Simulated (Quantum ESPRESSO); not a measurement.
# Optical response of CdS (Hawleyite), part 3 of 3

Aim: the dielectric function of CdS (Hawleyite), and the optical constants that follow from it.

Quantum ESPRESSO 7.5; DFT, PBE, plane waves with norm-conserving potentials (PseudoDojo), scalar-relativistic, independent-particle optical response without local fields and without the non-local commutator.

So far. Step 2 (Ground state): There is a gap, 1.15 eV on this mesh (points off the mesh can give less), so no carriers' term is needed.

### Step 4. Bands on the whole mesh, 10×10×10

At the fixed density, many empty bands are solved on the mesh of the response, since the spectrum sums over them.

This step: DFT, PBE, plane waves with norm-conserving potentials (PseudoDojo), scalar-relativistic, bands at fixed density (Quantum ESPRESSO 7.5).

Input file nscf.in:

```
&control
  calculation = 'nscf'
  prefix = 'x'
  outdir = './tmp'
  pseudo_dir = './'
/
&system
  ibrav = 0
  nat = 2
  ntyp = 2
  ecutwfc = 90
  occupations = 'fixed'
  nbnd = 34
  nosym = .true.
  noinv = .true.
/
&electrons
  conv_thr = 1e-09
  electron_maxstep = 100
  diago_full_acc = .true.
/
ATOMIC_SPECIES
  Cd 1.0 Cd.upf
  S 1.0 S.upf
CELL_PARAMETERS angstrom
  0.000000000000 2.916500000000 2.916500000000
  2.916500000000 0.000000000000 2.916500000000
  2.916500000000 2.916500000000 0.000000000000
ATOMIC_POSITIONS crystal
  Cd 0.000000000000 0.000000000000 0.000000000000
  S 0.750000000000 0.750000000000 0.750000000000
K_POINTS automatic
  10 10 10 0 0 0
```

Run with:

```console
$ mpirun -n 4 pw.x -nk 4 -in nscf.in
```

The log of the run:

```text
[banner, memory and clock lines left out]

     Atomic positions and unit cell read from directory:

     G-vector sticks info

     bravais-lattice index     =            0
     lattice parameter (alat)  =       7.7943  a.u.
     unit-cell volume          =     334.8209 (a.u.)^3
     number of atoms/cell      =            2
     number of atomic types    =            2
     number of electrons       =        26.00
     number of Kohn-Sham states=           34
     kinetic-energy cutoff     =      90.0000  Ry
     charge density cutoff     =     360.0000  Ry
     Exchange-correlation= PBE
                           (   1   4   3   4   0   0   0)

     celldm(1)=   7.794277  celldm(2)=   0.000000  celldm(3)=   0.000000
     celldm(4)=   0.000000  celldm(5)=   0.000000  celldm(6)=   0.000000

     crystal axes: (cart. coord. in units of alat)
               a(1) = (   0.000000   0.707107   0.707107 )
               a(2) = (   0.707107   0.000000   0.707107 )
               a(3) = (   0.707107   0.707107   0.000000 )

     reciprocal axes: (cart. coord. in units 2 pi/alat)
               b(1) = ( -0.707107  0.707107  0.707107 )
               b(2) = (  0.707107 -0.707107  0.707107 )
               b(3) = (  0.707107  0.707107 -0.707107 )

     ./Cd.upf
     Pseudo is Norm-conserving + core correction, Zval = 20.0
     Generated using ONCVPSP code by D. R. Hamann
     Using radial grid of 1368 points,  6 beta functions with:
                l(1) =   0
                l(2) =   0
                l(3) =   1
                l(4) =   1
                l(5) =   2
                l(6) =   2

     ./S.upf
     Pseudo is Norm-conserving + core correction, Zval =  6.0
     Generated using ONCVPSP code by D. R. Hamann
     Using radial grid of 1146 points,  6 beta functions with:
                l(1) =   0
                l(2) =   0
                l(3) =   1
                l(4) =   1
                l(5) =   2
                l(6) =   2

     atomic species   valence    mass     pseudopotential
     Cd               20.00     1.00000     Cd( 1.00)
     S                 6.00     1.00000     S ( 1.00)

     No symmetry found

   Cartesian axes

     site n.     atom                  positions (alat units)
         1        Cd     tau(   1) = (   0.0000000   0.0000000   0.0000000  )
         2        S      tau(   2) = (   1.0606602   1.0606602   1.0606602  )

     number of k points=  1000

     Number of k-points >= 100: set verbosity='high' to print them.

     Dense  grid:    38709 G-vectors     FFT dimensions: (  48,  48,  48)

     The potential is recalculated from file :

     Starting wfcs are   14 randomized atomic wfcs +   20 random wfcs

     Band Structure Calculation
     Davidson diagonalization with overlap

     ethr =  3.85E-12,  avg # of iterations = 52.6

     End of band structure calculation

     Number of k-points >= 100: set verbosity='high' to print the bands.

     highest occupied, lowest unoccupied level (ev):     6.9804    8.1260

     XML data file, pseudopotentials, collected wavefunctions

                                        0.00s GPU  (   13945 calls)

[... left out ...]
ulation
     Davidson diagonalization with overlap

     ethr =  3.85E-12,  avg # of iterations = 52.6

     End of band structure calculation

     Number of k-points >= 100: set verbosity='high' to print the bands.

     highest occupied, lowest unoccupied level (ev):     6.9804    8.1260

     XML data file, pseudopotentials, collected wavefunctions

                                        0.00s GPU  (   13945 calls)
```

Elapsed: 11 min, on 4 MPI ranks of Arm Neoverse V2, shared host; peak memory 0.07 GiB.

### Step 5. Dielectric function

With the density converged, the vertical transitions are summed over the zone.

This step: DFT, PBE, plane waves with norm-conserving potentials (PseudoDojo), scalar-relativistic, independent-particle optical response without local fields and without the non-local commutator (Quantum ESPRESSO 7.5).

Input file epsilon.in:

```
&inputpp
  prefix = 'x'
  outdir = './tmp'
  calculation = 'eps'
/
&energy_grid
  smeartype = 'gauss'
  intersmear = 0.2
  wmin = 0.0
  wmax = 22
  nw = 500
/
```

Run with:

```console
$ mpirun -n 4 epsilon.x -nk 4 -in epsilon.in
```

The log of the run:

```text
[banner, memory and clock lines left out]

     Broadcasting variables...

     IMPORTANT: XC functional enforced from input :
     Exchange-correlation= PBE
                           (   1   4   3   4   0   0   0)
     Any further DFT definition will be discarded

     G-vector sticks info

     Fermi energy [eV] is:  6.98041
     The system is a dielectric...
     metallic system: redefining wmin =     0.000000

     Performing eps calculation...

     xx,yy,zz plasmon frequences [eV] are:    16.973668040   16.973667979   16.973668179
```

Run time: 3.1 s. Hardware: 4 MPI ranks; peak memory 0.05 GiB.

Numbers from this step:

```
electronic dielectric constant ε∞, mean over x, y and z (by symmetry where fewer were run) : 7.383
```

The Im ε, any direction has structure finer than the step of the table below, so its rows give means over 0.5 eV, whole bins alone (the curve runs from 0 to 22 eV). Peaks (eV: height): 1.15: 2.02, 1.85: 3.58, 3.88: 7.09, 4.23: 7.34, 5.20: 7.19, 6.00: 11.1, 7.58: 10.1.

Sum at mesh points, not converged in k; values under the direct gap are tails of Lorentzian lines. Im ε, any direction against photon energy; means over each step:

| photon energy (eV) | Im ε, any direction |
| --- | --- |
| 0.5 | 0.0839 |
| 1.0 | 0.910 |
| 1.5 | 0.775 |
| 2.0 | 2.12 |
| 2.5 | 1.82 |
| 3.0 | 2.95 |
| 3.5 | 3.58 |
| 4.0 | 5.71 |
| 4.5 | 5.26 |
| 5.0 | 5.63 |
| 5.5 | 7.41 |
| 6.0 | 10.1 |
| 6.5 | 7.97 |
| 7.0 | 8.04 |
| 7.5 | 9.18 |
| 8.0 | 6.88 |
| 8.5 | 4.82 |
| 9.0 | 3.13 |
| 9.5 | 2.53 |
| 10.0 | 2.10 |
| 10.5 | 2.03 |
| 11.0 | 2.04 |
| 11.5 | 2.17 |
| 12.0 | 1.53 |
| 12.5 | 1.51 |
| 13.0 | 1.18 |
| 13.5 | 1.15 |
| 14.0 | 1.27 |
| 14.5 | 1.38 |
| 15.0 | 1.02 |
| 15.5 | 0.852 |
| 16.0 | 0.813 |
| 16.5 | 0.834 |
| 17.0 | 0.745 |
| 17.5 | 0.735 |
| 18.0 | 0.585 |
| 18.5 | 0.463 |
| 19.0 | 0.570 |
| 19.5 | 0.734 |
| 20.0 | 0.696 |
| 20.5 | 0.594 |
| 21.0 | 0.507 |
| 21.5 | 0.398 |

The reflectivity at normal incidence, any direction has structure finer than the step of the table below, so its rows give means over 0.5 eV, whole bins alone (the curve runs from 0 to 22 eV). Peaks (eV: height): 3.84: 31.4, 6.26: 39.5, 8.64: 52.1, 9.52: 45.2, 11.07: 33.1, 11.77: 37.0, 12.74: 32.0.

Sum at mesh points, not converged in k. Table of reflectivity at normal incidence, any direction by photon energy; means over each step:

| photon energy (eV) | reflectivity at normal incidence, any direction (%) |
| --- | --- |
| 0.5 | 21.8 |
| 1.0 | 23.0 |
| 1.5 | 22.9 |
| 2.0 | 22.9 |
| 2.5 | 23.6 |
| 3.0 | 25.1 |
| 3.5 | 26.5 |
| 4.0 | 28.5 |
| 4.5 | 25.6 |
| 5.0 | 28.2 |
| 5.5 | 31.3 |
| 6.0 | 37.1 |
| 6.5 | 35.0 |
| 7.0 | 34.0 |
| 7.5 | 41.4 |
| 8.0 | 46.6 |
| 8.5 | 50.1 |
| 9.0 | 47.0 |
| 9.5 | 43.2 |
| 10.0 | 36.0 |
| 10.5 | 31.0 |
| 11.0 | 29.2 |
| 11.5 | 29.4 |
| 12.0 | 33.8 |
| 12.5 | 29.1 |
| 13.0 | 28.3 |
| 13.5 | 21.6 |
| 14.0 | 17.4 |
| 14.5 | 25.6 |
| 15.0 | 24.8 |
| 15.5 | 23.3 |
| 16.0 | 18.3 |
| 16.5 | 18.7 |
| 17.0 | 15.5 |
| 17.5 | 16.8 |
| 18.0 | 16.4 |
| 18.5 | 12.0 |
| 19.0 | 6.38 |
| 19.5 | 8.44 |
| 20.0 | 12.0 |
| 20.5 | 10.6 |
| 21.0 | 12.7 |
| 21.5 | 7.83 |

The loss function −Im 1/ε at q → 0, any direction has structure finer than the step of the table below, so its rows give means over 1 eV, whole bins alone (the curve runs from 0 to 22 eV). Peaks (eV: height): 13.5: 0.944, 16.1: 1.32, 16.8: 1.55, 18.4: 1.96, 21.3: 2.01.

Sum at mesh points, not converged in k; values under the direct gap are tails of Lorentzian lines. Table of loss function −Im 1/ε at q → 0, any direction by energy loss; means over each step:

| energy loss (eV) | loss function −Im 1/ε at q → 0, any direction |
| --- | --- |
| 1 | 0.0106 |
| 2 | 0.0268 |
| 3 | 0.0379 |
| 4 | 0.0624 |
| 5 | 0.0713 |
| 6 | 0.0876 |
| 7 | 0.118 |
| 8 | 0.123 |
| 9 | 0.204 |
| 10 | 0.359 |
| 11 | 0.444 |
| 12 | 0.498 |
| 13 | 0.720 |
| 14 | 0.769 |
| 15 | 0.900 |
| 16 | 1.19 |
| 17 | 1.32 |
| 18 | 1.66 |
| 19 | 1.25 |
| 20 | 1.32 |
| 21 | 1.67 |

At chosen wavelengths:

| wavelength (nm) | n | k | R (%) | 1/α |
| --- | --- | --- | --- | --- |
| 1550 | 2.81 | 0.038 | 22.6 | 3.2 µm |
| 1064 | 2.73 | 0.342 | 22.2 | 248 nm |
| 532 | 2.80 | 0.251 | 22.8 | 169 nm |
| 450 | 3.00 | 0.441 | 25.9 | 81 nm |
| 405 | 2.94 | 0.581 | 25.9 | 55 nm |
| 248 | 2.90 | 0.978 | 28.2 | 20 nm |
| 193 | 2.20 | 1.753 | 33.9 | 8.8 nm |

Below the direct gap, k and the depth come from the tails of the Lorentzian lines, not from transitions.

Rows near the edge hang on the gap, which this functional as a rule makes too small, and phonon-assisted absorption is left out.

### Step 6. Outcome

| Quantity | Value |
| --- | --- |
| electronic dielectric constant ε∞, mean over x, y and z (by symmetry where fewer were run) (independent particles) | 7.38 |

At this level (PBE, independent particles) CdS has ε∞ = 7.38 and n = 2.81 at 1550 nm. Excitons and phonon-assisted transitions are missing, and so are local fields; PBE gaps are as a rule too small, which pulls the onset down and ε∞ up. epsilon.x leaves out the commutator of the non-local potential, so its intensities are off, as a rule too high. The sum runs over mesh points 0.19 Å⁻¹ apart with no interpolation, so peaks are partly noise of the mesh; over so small a direct gap single mesh points weigh heavily, so ε∞, n and their changes from run to run can be far off.

[Machine, clock, banner and «Message from routine» lines are left out of the logs.]

[Logs are printed without paths, hosts, clocks, repeated set-up lines and the standing remarks that a program may print on its own settings, such as how far it seeks lower states.]

[Hosts, paths, dates, database ids (printed as entryN), source tags and the programs' standing remarks are cut or masked in the printed files.]
